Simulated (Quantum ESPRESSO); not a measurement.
# FeCO3 (Siderite): which magnetic order is lowest

A self-consistent run ends on one state, which hangs on the start. Several orders of FeCO3 (Siderite) are started in Quantum ESPRESSO and their energies compared.

Calculated with Quantum ESPRESSO 7.5; LDA; plane waves with GBRV 1.5 LDA potentials, no spin-orbit coupling.

## 1. Set-up

Symmetry: R-3c, No. 167, trigonal system. Conventional cell: a = 4.689 Å, b = 4.689 Å, c = 15.373 Å, α = 90.00°, β = 90.00°, γ = 120.00°. Fe has 6 O at 2.14 Å nearest. C has 3 O at 1.29 Å nearest. O has 1 C at 1.29 Å and 2 Fe at 2.14 Å nearest. Farther neighbours and most contacts between anions are not listed.

The cell comes from the Crystallography Open Database.

## 2. Start 1: ferro ++

The signs are those of the starting moments on the seeded atoms, the atoms that are given a moment.

The input, pw.in:

```
&CONTROL
  calculation = 'scf'
  prefix = 'pwscf'
  outdir = './tmp'
  pseudo_dir = './pseudo'
  disk_io = 'nowf'
/
&SYSTEM
  ibrav = 0
  celldm(1) = 8
  nat = 10
  ntyp = 3
  ecutwfc = 40
  ecutrho = 280
  nbnd = 55
  occupations = 'smearing'
  smearing = 'fd'
  degauss = 0.00367493
  nspin = 2
  starting_magnetization(1) = 0.25
  starting_magnetization(2) = 0
  starting_magnetization(3) = 0
/
&ELECTRONS
  conv_thr = 2d-08
  electron_maxstep = 150
  mixing_beta = 0.3
/
ATOMIC_SPECIES
Fe     55.8450 fe_lda_v1.5.uspp.F.UPF
C      12.0110 c_lda_v1.2.uspp.F.UPF
O      15.9990 o_lda_v1.2.uspp.F.UPF
CELL_PARAMETERS alat
   0.5537724300333    0.3197206615555    1.2104483214035
  -0.5537724300333    0.3197206615555    1.2104483214035
   0.0000000000000   -0.6394413230874    1.2104483214035
ATOMIC_POSITIONS crystal
Fe      0.0000000000    0.0000000000    0.0000000000
Fe      0.5000000000    0.5000000000    0.5000000000
C       0.2500000000    0.2500000000    0.2500000000
C       0.7500000000    0.7500000000    0.7500000000
O       0.5243000000    0.9757000000    0.2500000000
O       0.2500000000    0.5243000000    0.9757000000
O       0.9757000000    0.2500000000    0.5243000000
O       0.4757000000    0.0243000000    0.7500000000
O       0.7500000000    0.4757000000    0.0243000000
O       0.0243000000    0.7500000000    0.4757000000
K_POINTS automatic
6 6 6 0 0 0
```

Run with:

```sh
$ OMP_NUM_THREADS=1 mpirun -n 4 pw.x -nk 4 -in pw.in > pw.out
```

The program printed:

```text
Program PWSCF v.7.5 starts

     Message from routine setup:
     using ibrav=0 with symmetry is DISCOURAGED, use correct ibrav instead

     K-points division:     npool     =       4
     Subspace diagonalization in iterative solution of the eigenvalue problem:

     G-vector sticks info
     --------------------
     sticks:   dense  smooth     PW     G-vecs:    dense   smooth      PW
     Sum        1979    1125    347                52095    22497    3837

     Using Slab Decomposition

     bravais-lattice index     =            0
     lattice parameter (alat)  =       8.0000  a.u.
     unit-cell volume          =     658.3692 (a.u.)^3
     number of atoms/cell      =           10
     number of atomic types    =            3
     number of electrons       =        76.00
     number of Kohn-Sham states=           55
     kinetic-energy cutoff     =      40.0000  Ry
     charge density cutoff     =     280.0000  Ry
     scf convergence threshold =      2.0E-08
     mixing beta               =       0.3000
     number of iterations used =            8  plain     mixing
     Exchange-correlation= SLA  PZ   NOGX NOGC
                           (   1   1   0   0   0   0   0)

     celldm(1)=   8.000000  celldm(2)=   0.000000  celldm(3)=   0.000000
     celldm(4)=   0.000000  celldm(5)=   0.000000  celldm(6)=   0.000000

     crystal axes: (cart. coord. in units of alat)
               a(1) = (   0.553772   0.319721   1.210448 )
               a(2) = (  -0.553772   0.319721   1.210448 )
               a(3) = (   0.000000  -0.639441   1.210448 )

     reciprocal axes: (cart. coord. in units 2 pi/alat)
               b(1) = (  0.902898  0.521288  0.275380 )
               b(2) = ( -0.902898  0.521288  0.275380 )
               b(3) = (  0.000000 -1.042577  0.275380 )

     PseudoPot. # 1 for Fe read from file:
     fe_lda_v1.5.uspp.F.UPF
     Pseudo is Ultrasoft + core correction, Zval = 16.0
     Generated by new atomic code, or converted to UPF format
     Using radial grid of  861 points,  6 beta functions with:
                l(1) =   0
                l(2) =   0
                l(3) =   1
                l(4) =   1
                l(5) =   2
                l(6) =   2
     Q(r) pseudized with  8 coefficients,  rinner =    1.000   1.000   1.000
                                                       1.000   1.000

     PseudoPot. # 2 for C  read from file:
     c_lda_v1.2.uspp.F.UPF
     Pseudo is Ultrasoft + core correction, Zval =  4.0
     Generated by new atomic code, or converted to UPF format
     Using radial grid of  721 points,  4 beta functions with:
                l(1) =   0
                l(2) =   0
                l(3) =   1
                l(4) =   1
     Q(r) pseudized with  8 coefficients,  rinner =    1.100   1.100   1.100

     PseudoPot. # 3 for O  read from file:
     o_lda_v1.2.uspp.F.UPF
     Pseudo is Ultrasoft + core correction, Zval =  6.0
     Generated by new atomic code, or converted to UPF format
     Using radial grid of  737 points,  5 beta functions with:
                l(1) =   0
                l(2) =   0
                l(3) =   1
                l(4) =   1
                l(5) =   2
     Q(r) pseudized with  8 coefficients,  rinner =    0.900   0.900   0.900
                                                       0.900   0.900

     atomic species   valence    mass     pseudopotential
     Fe               16.00    55.84500     Fe( 1.00)
     C                 4.00    12.01100     C ( 1.00)
     O                 6.00    15.99900     O ( 1.00)

     Starting magnetic structure
     atomic species   magnetization
     Fe              0.250
     C               0.000
     O               0.000

     12 Sym. Ops., with inversion, found ( 6 have fractional translation)

   Cartesian axes

     site n.     atom                  positions (alat units)
         1        Fe     tau(   1) = (   0.0000000   0.0000000   0.0000000  )
         2        Fe     tau(   2) = (   0.0000000   0.0000000   1.8156725  )
         3        C      tau(   3) = (   0.0000000   0.0000000   0.9078362  )
         4        C      tau(   4) = (   0.0000000   0.0000000   2.7235087  )
         5        O      tau(   5) = (  -0.2499729   0.3197207   2.1182846  )
         6        O      tau(   6) = (  -0.1518998  -0.3763432   2.1182846  )
         7        O      tau(   7) = (   0.4018727   0.0566225   2.1182846  )
         8        O      tau(   8) = (   0.2499729  -0.3197207   1.5130604  )
         9        O      tau(   9) = (   0.1518998   0.3763432   1.5130604  )
        10        O      tau(  10) = (  -0.4018727  -0.0566225   1.5130604  )

     number of k points=    32  Fermi-Dirac smearing, width (Ry)=  0.0037
                       cart. coord. in units 2pi/alat
        k(    1) = (   0.0000000   0.0000000   0.0000000), wk =   0.0046296
        k(    2) = (   0.0000000  -0.1737628   0.0458967), wk =   0.0277778
        k(    3) = (   0.0000000  -0.3475256   0.0917934), wk =   0.0277778
        k(    4) = (   0.0000000   0.5212884  -0.1376900), wk =   0.0138889
        k(    5) = (  -0.1504830  -0.0868814   0.0917934), wk =   0.0277778
        [... 27 further k-points ...]

     Dense  grid:    52095 G-vectors     FFT dimensions: (  60,  60,  60)

     Smooth grid:    22497 G-vectors     FFT dimensions: (  48,  48,  48)

     Check: negative core charge=   -0.000026
     Generating pointlists ...
     new r_m :   0.2088 (alat units)  1.6706 (a.u.) for type    1
     new r_m :   0.1253 (alat units)  1.0025 (a.u.) for type    2
     new r_m :   0.1253 (alat units)  1.0025 (a.u.) for type    3

     Initial potential from superposition of free atoms

     starting charge      73.9999, renormalised to      76.0000
     Starting wfcs are   58 randomized atomic wfcs

     Self-consistent Calculation

     iteration #  1     ecut=    40.00 Ry     beta= 0.30
     Davidson diagonalization with overlap
     ethr =  1.00E-02,  avg # of iterations =  6.1

     Threshold (ethr) on eigenvalues was too large:
     Diagonalizing with lowered threshold

     Davidson diagonalization with overlap
     ethr =  8.23E-04,  avg # of iterations =  1.2

     total energy              =    -717.30447795 Ry
     estimated scf accuracy    <       0.60516071 Ry

     total magnetization       =     8.00 Bohr mag/cell
     absolute magnetization    =     8.00 Bohr mag/cell

     iteration #  2     ecut=    40.00 Ry     beta= 0.30
     Davidson diagonalization with overlap
     ethr =  7.96E-04,  avg # of iterations =  2.8

     total energy              =    -717.35556287 Ry
     estimated scf accuracy    <       0.08475470 Ry

     total magnetization       =     8.00 Bohr mag/cell
     absolute magnetization    =     8.00 Bohr mag/cell

     iteration #  3     ecut=    40.00 Ry     beta= 0.30
     Davidson diagonalization with overlap
     ethr =  1.12E-04,  avg # of iterations =  4.1

     total energy              =    -717.35589275 Ry
     estimated scf accuracy    <       0.02587063 Ry

     total magnetization       =     8.00 Bohr mag/cell
     absolute magnetization    =     8.00 Bohr mag/cell

     [... further iterations left out ...]

     iteration #  8     ecut=    40.00 Ry     beta= 0.30
     Davidson diagonalization with overlap
     ethr =  8.63E-09,  avg # of iterations =  1.5

     total energy              =    -717.35729771 Ry
     estimated scf accuracy    <       0.00000086 Ry

     total magnetization       =     8.00 Bohr mag/cell
     absolute magnetization    =     8.01 Bohr mag/cell

     iteration #  9     ecut=    40.00 Ry     beta= 0.30
     Davidson diagonalization with overlap
     ethr =  1.14E-09,  avg # of iterations =  2.2

     total energy              =    -717.35729807 Ry
     estimated scf accuracy    <       0.00000037 Ry

     total magnetization       =     8.00 Bohr mag/cell
     absolute magnetization    =     8.01 Bohr mag/cell

     iteration # 10     ecut=    40.00 Ry     beta= 0.30
     Davidson diagonalization with overlap
     ethr =  4.86E-10,  avg # of iterations =  1.5

     total energy              =    -717.35729814 Ry
     estimated scf accuracy    <       0.00000005 Ry

     total magnetization       =     8.00 Bohr mag/cell
     absolute magnetization    =     8.01 Bohr mag/cell

     iteration # 11     ecut=    40.00 Ry     beta= 0.30
     Davidson diagonalization with overlap
     ethr =  6.27E-11,  avg # of iterations =  2.0

     Magnetic moment per site  (integrated on atomic sphere of radius R)
     atom   1 (R=0.209)  charge= 13.4942  magn=  3.3983
     atom   2 (R=0.209)  charge= 13.4942  magn=  3.3983
     atom   3 (R=0.125)  charge=  1.3124  magn=  0.0081
     atom   4 (R=0.125)  charge=  1.3124  magn=  0.0081
     atom   5 (R=0.125)  charge=  3.2917  magn=  0.0707
     atom   6 (R=0.125)  charge=  3.2917  magn=  0.0707
     atom   7 (R=0.125)  charge=  3.2917  magn=  0.0707
     atom   8 (R=0.125)  charge=  3.2917  magn=  0.0707
     atom   9 (R=0.125)  charge=  3.2917  magn=  0.0707
     atom  10 (R=0.125)  charge=  3.2917  magn=  0.0707

     End of self-consistent calculation

     [... lines left out ...]
     the Fermi energy is     9.1549 ev

!    total energy              =    -717.35729816 Ry
     estimated scf accuracy    <          2.8E-09 Ry
     smearing contrib. (-TS)   =      -0.00748123 Ry
     internal energy E=F+TS    =    -717.34981694 Ry

     The total energy is F=E-TS. E is the sum of the following terms:
     one-electron contribution =    -398.72328588 Ry
     hartree contribution      =     235.47876203 Ry
     xc contribution           =    -108.08156051 Ry
     ewald contribution        =    -446.02373258 Ry

     total magnetization       =     8.00 Bohr mag/cell
     absolute magnetization    =     8.01 Bohr mag/cell

     convergence has been achieved in  11 iterations

=------------------------------------------------------------------------------=
   JOB DONE.
=------------------------------------------------------------------------------=
```

Wall time 71 s (4 MPI ranks of Arm Neoverse V2, shared host); peak memory 0.63 GiB; 4.7 min of CPU time.

Spin moment in the atom's sphere by atom:

| atom | spin moment in the atom's sphere (μB) |
| --- | --- |
| Fe1 | 3.40 |
| Fe2 | 3.40 |
| C3 | 0.01 |
| C4 | 0.01 |
| O5 | 0.07 |
| O6 | 0.07 |
| O7 | 0.07 |
| O8 | 0.07 |
| O9 | 0.07 |
| O10 | 0.07 |

Numbers from this step:

| Quantity | Value |
| --- | --- |
| smearing term TS | 0.1018 eV |
| magnetization | 8 μB |
| absolute magnetization | 8.007 μB |
| final state | ferromagnetic |

[end of part 1 of 2]

[Logs and program files are shortened in this print: banners, set-up blocks, solver, clock and traceback lines can be left out without a mark of their own.]

[Logs are printed without paths, hosts, clocks, repeated set-up lines and the standing remarks that a program may print on its own settings, such as how far it seeks lower states.]

[Hosts, paths, dates, database ids (printed as entryN), source tags and the programs' standing remarks are cut or masked in the printed files.]

[Where a cell is said to come from a database of computed structures, the database is the Materials Project.]
